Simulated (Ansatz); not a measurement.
# A defect in a wire: Rh wire along [110], 3 atoms a period, divacancy of Rh and Rh

What does the defect do to the conductance?

Method: DFT PBE, plane waves, PAW; relaxation of a wire's period, in the first sound run; inputs show where later runs differ, in Ansatz 0.2.0.

Most raw output is cut from this account.

## (1) The structure

The cell holds 3 atoms: 3 Rh. Its edges and angles: a = 8.715 Å, b = 9.508 Å, c = 2.708 Å, α = 90.0°, β = 90.0°, γ = 90.0°. Vacuum lies along a and b. The structure's axis is c.

## (2) Relaxing the period

Band widths follow the bond lengths, so the wire is relaxed first. The atoms and the third cell vector are free; the box across stays fixed as vacuum. Moments are seeded so that a magnetic state can form if it lies lower. A Fermi-Dirac smearing is set since the result may be a metal. The pressure printed is a third of the stress's trace over the whole box, vacuum included; only the stress along the axis is relaxed.

input.yaml

```yaml
crystal:
  lattice:
    - [8.715, 0.0, 0.0]
    - [0.0, 9.508, 0.0]
    - [0.0, 0.0, 2.7082189719]
  atoms:
    - { symbol: Rh, position: [0.390131956, 0.357593605, 0.0], spin: 0.8 }
    - { symbol: Rh, position: [0.609868044, 0.500011515, 0.5], spin: 0.8 }
    - { symbol: Rh, position: [0.390131956, 0.642429425, 0.0], spin: 0.8 }
magnetization:
  spin_polarized: true
kpoints:
  mp_grid: { grid: [1, 1, 30] }
scf:
  occupations: { method: fermi_dirac, width: 0.05 }
hamiltonian:
  xc: pbe
relax:
  cell: { fix: [a, b, alpha, beta, gamma] }
  max_steps: 60
```

Run with:

```sh
> ansatz run input.yaml --threads 4 --pin off --max-ram 16384MiB --backend cpu --events-out ev --progress --plain --runs-dir out
```

It took 56 s on 4 threads of Arm Neoverse V1, shared host; peak memory 0.58 GiB; 3.6 min of CPU time.

The steps of the relaxation:

```
step  energy less that of the first step (eV)  largest force component (eV/Å)  pressure (GPa)  volume (Å³)
   1                                   0.0000                          1.7261           -3.43       224.41
   2                                  -0.2952                          2.3043            2.44       215.49
   3                                  -0.4897                          0.8989           -1.51       214.35
   4                                  -0.5745                          0.3631           -0.70       210.93
   5                                  -0.5927                          0.0361           -0.09       208.24
   6                                  -0.5930                          0.0047           -0.06       208.02
  7*                                  -0.5900                          0.0048           -0.05       208.02
```

Relaxation steps marked * repeat the geometry before them on a plane-wave basis chosen anew for their cell, so energy and pressure can jump there.

Forces are held to the 4 operations that the run works with; a distortion that breaks them can't arise in this run.

```
cell as run  before  after  change
      c (Å)   2.708  2.510  -7.3 %
```

The atoms that moved most (Å, along periodic axes as changes of fractional coordinates times the final cell, across vacuum about the mean position):

```
atom      dx      dy     dz  length
 Rh1  -0.008   0.144  0.000   0.145
 Rh3  -0.008  -0.144  0.000   0.145
 Rh2   0.016   0.000  0.000   0.016
```

Final coordinates:

```xyz
3
Lattice="8.7150 0.0000 0.0000 0.0000 9.5080 0.0000 0.0000 0.0000 2.5105" Properties=species:S:1:pos:R:3
Rh    3.3920    3.5443    0.0000
Rh    5.3311    4.7541    1.2552
Rh    3.3920    5.9639    0.0000
```

This step gave:

```
energy at zero smearing    : -19202.8188 eV
cell length along the wire : 2.510 Å
```

The cell's length comes to 2.510 Å with no moment.

## (3) The wire at its relaxed period

This step: DFT PBE, plane waves, PAW; channels and complex bands of a perfect wire (Ansatz 0.2.0).

At the relaxed period the Bloch states of the perfect wire are found at each energy: those that move forward count the open channels, and those that decay describe how a disturbance dies away inside the wire itself. An energy step of 0.035 eV is under the 0.039 eV that the program asks for its thermal average at 300 K.

input.yaml

```yaml
crystal:
  lattice:
    - [8.715, 0.0, 0.0]
    - [0.0, 9.508, 0.0]
    - [0.0, 0.0, 2.5104755468]
  atoms:
    - { symbol: Rh, position: [0.38920923, 0.37276847, 0.0] }
    - { symbol: Rh, position: [0.611713495, 0.500011515, 0.5] }
    - { symbol: Rh, position: [0.38920923, 0.62725456, 0.0] }
kpoints:
  mp_grid: { grid: [1, 1, 32] }
scf:
  occupations: { method: fermi_dirac, width: 0.05 }
hamiltonian:
  xc: pbe
output:
  transmission:
    e_range: [-1.26, 1.26]
    de: 0.035
    kmesh: [1, 1]
    reduced_basis: true
    leads: [[0, 0]]
basis:
  ecutwfc: "350 eV"
```

Wall time 55 s (4 threads); peak memory 0.86 GiB; 3.3 min of CPU time.

This step gave:

```yaml
energy_at_zero_smearing: -19202.7830 eV
channels_at_the_energy_nearest_the_fermi_level_one_spin: 5
conductance_of_the_lead_as_this_run_defines_it: 5.601 G₀
band_gap: 0 eV
```

Table of open channels of the lead, one spin by energy, zero at the Fermi level:

energy (eV), open channels of the lead, one spin and a bar from the least value:
```
    -1.26        4.0 ####
    -1.19        4.0 ####
    -1.08        4.0 ####
    -1.01        6.0 #############
    -0.91        6.0 #############
    -0.84        6.0 #############
    -0.73        4.0 ####
    -0.67        6.0 #############
    -0.56        7.0 #################
    -0.49        9.0 ##########################
    -0.39        8.0 #####################
    -0.32        8.0 #####################
    -0.21       10.0 ##############################
    -0.14        9.0 ##########################
    -0.04        7.0 #################
     0.00        5.0 #########
     0.04        5.0 #########
     0.14        6.0 #############
     0.21        6.0 #############
     0.32        5.0 #########
     0.39        5.0 #########
     0.49        5.0 #########
     0.56        5.0 #########
     0.67        3.0 
     0.73        5.0 #########
     0.84        6.0 #############
     0.91        6.0 #############
     1.01        4.0 ####
     1.08        4.0 ####
     1.19        4.0 ####
     1.26        4.0 ####
```

The slowest values at each energy, most degenerate partners merged, listed up to 1.5 1/Å. The Im kz of the slowest decaying states by energy, zero at the Fermi level:

```
energy (eV)  decay 1 (Å⁻¹)  decay 2 (Å⁻¹)  decay 3 (Å⁻¹)  decay 4 (Å⁻¹)
     -1.190         0.0528         0.0873          0.140          0.299
     -1.015          0.109          0.223          0.256          0.266
     -0.805          0.103          0.123          0.150          0.209
     -0.595          0.104          0.156          0.239          0.379
     -0.385         0.0355          0.187          0.302          0.310
     -0.210         0.0459          0.297          0.494          0.680
      0.000         0.0373         0.0997          0.200          0.235
      0.210         0.0866         0.0889          0.284          0.293
      0.385         0.0868          0.134          0.189          0.298
      0.595         0.0130          0.170          0.195          0.305
      0.805          0.260          0.313          0.341          0.417
      1.015         0.0225         0.0953          0.312          0.317
      1.190         0.0931          0.150          0.318          0.350
```

By hand: the program gives 5.2372 × 10^14 S/m² over the cell's cross-section of 82.86 Å² = 8.286 × 10^-19 m², so one cell conducts 4.340 × 10^-4 S. Divided by G0 = 2e²/h = 7.748 × 10^-5 S this is 5.60 G0, a resistance of 2.30 kΩ.

At the computed energy nearest the Fermi level there are 5 channels a spin, and the thermal average gives 5.60 G₀.

## (4) Relaxation of the scattering region

This step: DFT PBE, plane waves, PAW; relaxation of a junction in a wire, ends held (Ansatz 0.2.0).

System of this step: Rh wire along [110], 3 atoms a period, divacancy of Rh and Rh. The cell holds 25 atoms: 25 Rh. Cell: a = 8.715 Å, b = 9.508 Å, c = 22.594 Å, α = 90.0°, β = 90.0°, γ = 90.0°. Regions: held atoms, 18 atoms (18 Rh); free atoms, 7 atoms (7 Rh). Vacuum lies along a and b. The structure's axis is c.

7 atoms at the defect are free to relax, while 18 stay where the perfect wire has them, so that the ends still repeat as a lead. The cutoff is set under the files' recommended one to save time.

input.yaml

```yaml
crystal:
  lattice:
    - [8.715, 0.0, 0.0]
    - [0.0, 9.508, 0.0]
    - [0.0, 0.0, 22.5942799215]
  atoms:
    - { symbol: Rh, position: [0.38920923, 0.37276847, 0.0] }
    - { symbol: Rh, position: [0.611713495, 0.500011515, 0.055555556] }
    - { symbol: Rh, position: [0.38920923, 0.62725456, 0.0] }
    - { symbol: Rh, position: [0.38920923, 0.37276847, 0.111111111] }
    - { symbol: Rh, position: [0.611713495, 0.500011515, 0.166666667] }
    - { symbol: Rh, position: [0.38920923, 0.62725456, 0.111111111] }
    - { symbol: Rh, position: [0.38920923, 0.37276847, 0.222222222] }
    - { symbol: Rh, position: [0.611713495, 0.500011515, 0.277777778] }
[... 13 atom lines left out ...]
    - { symbol: Rh, position: [0.38920923, 0.62725456, 0.777777778] }
    - { symbol: Rh, position: [0.38920923, 0.37276847, 0.888888889] }
    - { symbol: Rh, position: [0.611713495, 0.500011515, 0.944444444] }
    - { symbol: Rh, position: [0.38920923, 0.62725456, 0.888888889] }
kpoints:
  mp_grid: { grid: [1, 1, 2] }
scf:
  occupations: { method: fermi_dirac, width: 0.1 }
hamiltonian:
  xc: pbe
relax:
  constraints:
    - { sites: [0, 1, 2, 3, 4, 5, 6, 7, 8, 16, 17, 18, 19, 20, 21, 22, 23, 24] }
  f_tol: 0.06
  max_steps: 35
basis:
  ecutwfc: "350 eV"
```

Elapsed: 2.5 min, on 4 threads; peak memory 3 GiB.

The steps of the relaxation:

```
step  energy less that of the first step (eV)  largest force component (eV/Å)
   1                                   0.0000                          0.8968
   2                                  -0.1651                          0.5050
   3                                  -0.2103                          0.6096
   4                                  -0.2764                          0.2734
   5                                  -0.3499                          0.3401
   6                                  -0.4123                          0.2264
   7                                  -0.4631                          0.1448
   8                                  -0.4984                          0.0810
   9                                  -0.5128                          0.0957
  10                                  -0.5125                          0.0587
  11                                  -0.5146                          0.0429
```

Relaxation step 10 was tried and not accepted.

The atoms that moved most (Å):

```
atom      dx      dy      dz  length
Rh13  -1.439   0.000  -0.598   1.558
Rh15  -0.397   0.000  -0.463   0.610
Rh16  -0.493   0.049   0.072   0.501
Rh14  -0.493  -0.049   0.072   0.501
Rh10   0.055   0.001   0.044   0.071
Rh12   0.055  -0.001   0.044   0.071
Rh11  -0.020   0.000   0.054   0.058
```

Numbers from this step:

```
energy at zero smearing : -160020.8138 eV
```

The largest force component on a free atom ends at 0.043 eV/Å, under the limit of 0.06.  4 atoms of the wire itself, hydrogen apart, moved by over 0.45 Å, up to 1.56 Å.

(Part 1 of 2 ends here.)

[Logs are printed without paths, hosts, clocks, repeated set-up lines and the standing remarks that a program may print on its own settings, such as how far it seeks lower states.]

[Hosts, paths, dates, database ids (printed as entryN), source tags and the programs' standing remarks are cut or masked in the printed files.]
